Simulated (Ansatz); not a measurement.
# BeCd3, from a guessed structure to a relaxed one, part 2 of 2

Starting from a made-up structure for BeCd3, the aim is the relaxed cell, its shortest contacts and, where a second run follows, its electronic structure.

Ansatz 0.2.0; DFT, r2SCAN, plane-wave PAW, files of the set soft_1, scalar-relativistic, no spin, cell and ions relaxed at zero pressure; PAW set soft_1 (the session's first sound run).

So far: The starting structure; Relaxing cell and atoms. The relaxed cell has a = 4.207, c = 8.359 Å (conventional setting).

**3. Electronic structure of the relaxed cell**

With the geometry fixed, one more self-consistent run, with a narrower smearing and the mesh shown in its input, gives the bands, and its pressure, and its forces where symmetry allows any, show how far the geometry depends on these settings.

This step: DFT, r2SCAN, plane-wave PAW, files of the set soft_1, scalar-relativistic, no spin, bands and density of states at the relaxed cell; PAW set soft_1 (Ansatz 0.2.0).

input.yaml

```yaml
crystal:
  lattice:
    - [-2.103303065, 2.103303065, 4.1792675143]
    - [2.103303065, -2.103303065, 4.1792675143]
    - [2.103303065, 2.103303065, -4.1792675143]
  atoms:
    - { symbol: Cd, position: [0.5, 0.5, 0.0] }
    - { symbol: Cd, position: [0.25, 0.75, 0.5] }
    - { symbol: Cd, position: [0.75, 0.25, 0.5] }
    - { symbol: Be, position: [0.0, 0.0, 0.0] }
kpoints:
  mp_grid: { grid: [10, 10, 10] }
  band_path:
    path:
      - [[0.0, 0.0, 0.0], [0.0, 0.0, 0.5], [-0.12664072, 0.12664072, 0.5], [-0.31332036, 0.31332036, 0.31332036], [0.0, 0.0, 0.0], [0.5, 0.5, -0.5], [0.31332036, 0.68667964, -0.31332036], [0.0, 0.5, 0.0], [0.25, 0.25, 0.25], [0.5, 0.5, -0.12664072], [0.5, 0.5, -0.5]]
      - [[0.0, 0.0, 0.5], [0.25, 0.25, 0.25]]
    npoints: 7
scf:
  occupations: { method: fermi_dirac, width: 0.03 }
  n_extra_bands: 8
hamiltonian:
  xc: r2scan
  pseudopotentials: { kind: paw, azcp: { folder: soft_1 } }
output:
  forces: true
  stress: true
  write_bands: true
  dos: { projected: true }
  write_density: true
  write_potential: true
  elf: true
  volumetric_format: npy
```

Run with:

```console
$ ansatz run input.yaml --threads 4 --pin off --max-ram 10240MiB --backend cpu --events-out ev --progress --plain --runs-dir out
```

Numbers of over 12 decimals in the logs are rounded to 6 here.

The program printed:

```text
[...]
Crystal: 4 atoms, lattice volume = 73.954 Å³
Basis set: ecut = 500 eV, 1855 PW (Γ), exchange–correlation on 160×160×160 points (64 copies of the dense FFT grid, shifted against one another)
Bands: 39, of which v1, the nominal top of the filled ones, is band 31 counted from 1 (30 counted from 0)
Symmetry: 16 space group operations
[...]
k-points: 102 of 1000
[...]
SCF iter   8: F=-24896.665631 eV  HF=-24896.665631 eV  |F-HF|=2.83e-8  |Δ(HF+E_count)|=   2.66e-6  Δρ=8.02e-6  dr2=4.73e-8  dr2_τ=2.27e-9  ethr=1.61e-10  ⟨swp⟩=11.0  Hψ=27075  notcnv=0
SCF 1 converged in 8 iterations: F = -24896.665631 eV  dr2 = 4.73e-8
[...]
NSCF: frozen V_eff on 79 k-points
SCF converged after 8 iterations
Free energy (F): -24896.665631 eV
[...]
Internal energy: -24896.661534 eV  (E = F + TS)
E sigma→0 (E₀):  -24896.663583 eV
Entropy (-TS):   -0.004097 eV (-1.024 meV/atom)
Fermi energy:    13.821445 eV
[...]
--- Stress (GPa, compression-positive) ---
        0.184537      -0.000000       0.000000
       -0.000000       0.184537       0.000000
        0.000000       0.000000      -0.452054
  P = ⅓ Tr σ = -0.0277 GPa (-0.277 kbar)
--- Band table (eV; the first three rows and the last of 102) ---
  k-point 0: bands = [... 27 lower, 5.2076, 12.6118, 15.3928, 15.3928, 15.9927, 15.9927, 15.9950, 16.5430, ... 4 higher]
  k-point 1: bands = [... 27 lower, 5.1391, 12.9052, 14.4818, 14.6312, 14.8198, 14.9520, 16.1103, 17.5725, ... 4 higher]
  k-point 2: bands = [... 27 lower, 5.0651, 13.1195, 13.2654, 13.7876, 13.8211, 13.8773, 16.3879, 16.6335, ... 4 higher]
  k-point 101: bands = [... 27 lower, 6.5875, 6.8060, 12.5210, 12.5210, 15.8246, 15.9047, 19.3834, 20.4190, ... 4 higher]
```

It took 4.6 s on 4 threads of AMD EPYC 9B45 (Zen 5), shared host; peak memory 0.88 GiB.

In the SCF lines HF is the Harris–Foulkes energy and dr2 the Hartree energy of the density residual, in eV; the loop may stop once dr2 is under the threshold and the program's other checks hold. Hψ counts applications of the Hamiltonian.

This step gave:

```yaml
free_energy: -24896.6656 eV
energy_at_zero_smearing: -24896.6636 eV
smearing_term_ts: 0.004097 eV
fermi_energy: 13.82 eV
pressure: -0.02766 GPa
```

From bands.tsv, the bands that come nearest the Fermi level along the path, at its corners, in eV from the Fermi level:

```tsv
point	band 28	band 29	band 30	band 31	band 32	band 33	band 34	band 35
Γ	-8.61	-1.21	1.57	1.57	2.17	2.17	2.17	2.72
X	-4.61	-4.38	-2.94	-2.92	-1.11	-0.92	4.33	5.04
Y	-4.47	-4.46	-4.13	-4.00	0.80	1.01	4.53	5.39
S	-5.80	-5.78	-5.34	0.55	2.72	3.22	4.33	5.26
Γ	-8.61	-1.21	1.57	1.57	2.17	2.17	2.17	2.72
Z	-7.23	-7.02	-1.30	-1.30	2.00	2.08	5.56	6.60
S1	-5.80	-5.78	-5.34	0.55	2.72	3.22	4.33	5.26
N	-6.45	-6.43	-1.45	-1.31	2.20	2.90	3.68	4.08
P	-4.25	-3.92	-3.92	-3.76	0.96	1.16	1.16	1.35
Y1	-4.47	-4.46	-4.13	-4.00	0.80	1.01	4.53	5.39
Z	-7.23	-7.02	-1.30	-1.30	2.00	2.08	5.56	6.60
X	-4.61	-4.38	-2.94	-2.92	-1.11	-0.92	4.33	5.04
P	-4.25	-3.92	-3.92	-3.76	0.96	1.16	1.16	1.35
```

Counts of states for the cell as run, both spins, by energy window (eV from the Fermi level):

| from | to | total |
| --- | --- | --- |
| -8 | -7 | 0.56 |
| -7 | -6 | 0.68 |
| -6 | -5 | 0.79 |
| -5 | -4 | 0.89 |
| -4 | -3 | 1.04 |
| -3 | -2 | 1.17 |
| -2 | -1 | 1.10 |
| -1 | 0 | 1.27 |
| 0 | 1 | 1.26 |
| 1 | 2 | 1.24 |
| 2 | 3 | 1.50 |
| 3 | 4 | 1.74 |
| 4 | 5 | 1.81 |
| 5 | 6 | 1.85 |

A further 54.5 states lie below the table's range.

Valence density in the ab plane of the cell as run, not the conventional one, at fractional z = 0.000, with atoms of Cd and Be within 0.2 Å of it. It is the smooth field of the valence electrons, not physical close to the nuclei.

Ten steps, logarithmic in the rise over the least value, from '_' (0 e/Å³) to '@' (22 e/Å³), each cell a mean:
```
____________________________
____________________________
____________________________
________....::..____________
________::==++==::..________
______..--**%%%%++::________
______..--**@@@@%%==..______
________..++%%@@%%++::______
__________::++****==..______
____________..----::..______
______________....__________
____________________________
____________________________
____________________________
```
Columns run along a (5.1 Å), rows up along b (5.1 Å). Atoms in or near the plane, at fractional coordinates: Cd at (0.50, 0.50), Be at (0.00, 0.00).

ELF in the ab plane of the cell as run, not the conventional one, at fractional z = 0.000, with atoms of Cd and Be within 0.2 Å of it. It is the smooth field of the valence electrons, not physical close to the nuclei.

Ten even steps from '_' (0.00) to '@' (0.92), each cell a mean:
```
____==++==--::::::::--++==__
::--++++==----::::::::--====
++**++==--::::::::::::::--++
++++==--::::::::::::..::::--
--==--::::------::..::::::::
::----::::==****--::::::::::
::::--::::==@@@@**--::::::::
::::::::::--**@@**--::::--::
::::::::::::--====--::::----
--::::....::::::::::::--====
++==::....::::::::::--==++++
==++--::::::::------==++++==
..--++==::::::::--==++**--__
__..==++--::::::::--++++::__
```
Columns run along a (5.1 Å), rows up along b (5.1 Å). Atoms in or near the plane, at fractional coordinates: Cd at (0.50, 0.50), Be at (0.00, 0.00).

Electrostatic potential energy in the ab plane of the cell as run, not the conventional one, at fractional z = 0.000, with atoms of Cd and Be within 0.2 Å of it. With pseudopotentials it is smooth inside the atoms' cores, unlike the true potential.

Ten even steps from '_' (-23 eV) to '@' (16 eV), each cell a mean:
```
__..**@@@@@@@@@@@@@@@@@@**..
==++##@@@@@@@@@@@@@@@@@@%%**
%%%%%%@@@@@@@@@@@@@@@@@@@@@@
@@@@@@@@%%%%##%%@@@@@@@@@@@@
@@@@@@@@##==--==**%%@@@@@@@@
@@@@@@%%++::....--**@@@@@@@@
@@@@@@@@**::____..==%%@@@@@@
@@@@@@@@##--..__..--##@@@@@@
@@@@@@@@@@**--::::==%%@@@@@@
@@@@@@@@@@@@##**++##%%@@@@@@
@@@@@@@@@@@@@@@@%%@@@@@@@@@@
##%%@@@@@@@@@@@@@@@@@@%%##**
::**%%@@@@@@@@@@@@@@@@%%++..
__::##@@@@@@@@@@@@@@@@%%==__
```
Columns run along a (5.1 Å; values clipped at the 3rd and 97th percentile), rows up along b (5.1 Å). Atoms in or near the plane, at fractional coordinates: Cd at (0.50, 0.50), Be at (0.00, 0.00).

**4. Summary of results**

| Quantity | Value |
| --- | --- |
| space group, relaxed | I4/mmm |
| conventional cell | a = 4.207, b = 4.207, c = 8.359 Å; α = 90.0°, β = 90.0°, γ = 90.0° |
| volume per atom | 18.49 Å³ (guess 20.42) |

In words: BeCd3 relaxes to I4/mmm with a = 4.207, b = 4.207 and c = 8.359 Å. The guessed volume was 10 % too large. The space group I4/mmm was held in the relaxation, so the end point is a stationary structure within it and may be a saddle against distortions or other arrangements. Bands cross the Fermi level, so it is a metal or semimetal at this level. On the 10×10×10 mesh with the narrower smearing (relaxed on 9×9×9) the forces vanish, as symmetry may demand, and the largest stress component is 0.452 GPa, against the relaxation's thresholds of 0.015 eV/Å and 0.05 GPa. The cutoff wasn't tested. No dispersion term is used, so weakly bound directions may come out too long. Nothing here tests whether the compound is stable against decomposition.

[Logs are printed without paths, hosts, clocks, repeated set-up lines and the standing remarks that a program may print on its own settings, such as how far it seeks lower states.]

[Hosts, paths, dates, database ids (printed as entryN), source tags and the programs' standing remarks are cut or masked in the printed files.]
